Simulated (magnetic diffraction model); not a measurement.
**Magnetic neutron pattern of ScVFeS4**

Space group Imma (no. 74), a = 7.1920 Å, b = 7.4850 Å, c = 10.3180 Å.

| site | atom | x | y | z |
| --- | --- | --- | --- | --- |
| 4e | Fe | 0 | 1/4 | 0.3729 |
| 4d | V | 1/4 | 3/4 | 1/4 |
| 4a | Sc | 0 | 0 | 0 |
| 8i | S | 0.2597 | 3/4 | 0.4861 |
| 8h | S | 0 | 0.9778 | 0.2481 |

The compound is invented for this exercise: a known structure type with other elements, its cell scaled to their sizes and not relaxed.

Only Fe and V are taken to order (form factors of Fe3+ and V2+); orders and moment sizes are assumed, and not adapted to the symmetry. Radiation: neutrons of λ = 2.36 Å, 8° to 50°; isotropic B of 0.56 Å² (Fe), 0.65 Å² (V), 0.64 Å² (Sc) and 0.81 Å² (S). Simulated constant-wavelength pattern: nuclear and magnetic terms add, the magnetic one as |2.695 fm × Σ f S⊥ exp(2πi Q·r) exp(−B s²)|², summed over all Q at one angle with the factor 1/(sin²θ cos θ). For collinear order S is the moment m, which repeats by lattice and centring translations R with the sign exp(−2πi k·R). Free-ion form factors, Sears's scattering lengths of 1992, no absorption; a label names one of the reflections at its angle. The strongest nuclear line in the range is 100, and lines under 0.2 are left out.

Assume the order k = (1/2 1/2 0), collinear moments along [001], 4.19 μB on Fe and 2.51 μB on V; signs + at (0, 1/4, 0.3729), − at (0, 3/4, 0.6271), + at (1/4, 3/4, 1/4), + at (3/4, 3/4, 1/4).

Predict the pattern, nuclear and magnetic parts apart.

```tsv
2θ (°)	index	nuclear	magnetic
13.06	(1/2 1/2 0)	0.0	23.5
18.57	(1/2 -1/2 1)	0.0	42.2
22.46	(0 1 1)	17.7	0.0
23.07	(1 0 1)	18.2	0.0
26.44	(0 0 2)	28.4	0.0
28.99	(1/2 -3/2 0)	0.0	4.3
29.60	(1/2 1/2 2)	0.0	4.0
29.95	(3/2 -1/2 0)	0.0	16.1
31.95	(1/2 3/2 1)	0.0	20.4
32.83	(3/2 1/2 1)	0.0	7.8
36.76	(0 2 0)	0.9	0.0
37.64	(1 1 2)	34.8	0.0
38.31	(2 0 0)	45.4	0.0
39.64	(1/2 -3/2 2)	0.0	5.4
39.91	(3/2 3/2 0)	0.0	7.9
40.38	(3/2 -1/2 2)	0.0	5.5
42.20	(3/2 -3/2 1)	0.0	4.5
42.38	(1/2 -1/2 3)	0.0	0.5
43.85	(1 2 1)	100.0	0.0
44.37	(0 1 3)	4.1	0.0
44.70	(1 0 3)	52.3	0.0
44.86	(2 1 1)	10.3	0.0
47.48	(1/2 5/2 0)	0.0	1.4
48.52	(3/2 3/2 2)	0.0	4.1
49.38	(5/2 1/2 0)	0.0	4.4
49.48	(1/2 -5/2 1)	0.0	7.2
```

The strongest magnetic line in the range is (1/2 -1/2 1) at 18.57° (42.2). On top of the Lorentz factor, which all lines share, magnetic lines fade with angle because f falls: for Fe3+ it is 0.92, 0.72, 0.50 and 0.17 at sin θ/λ = 0.1, 0.2, 0.3 and 0.5 Å⁻¹, while nuclear lengths stay constant. The order has no net moment.

[Logs are printed without paths, hosts, clocks, repeated set-up lines and the standing remarks that a program may print on its own settings, such as how far it seeks lower states.]
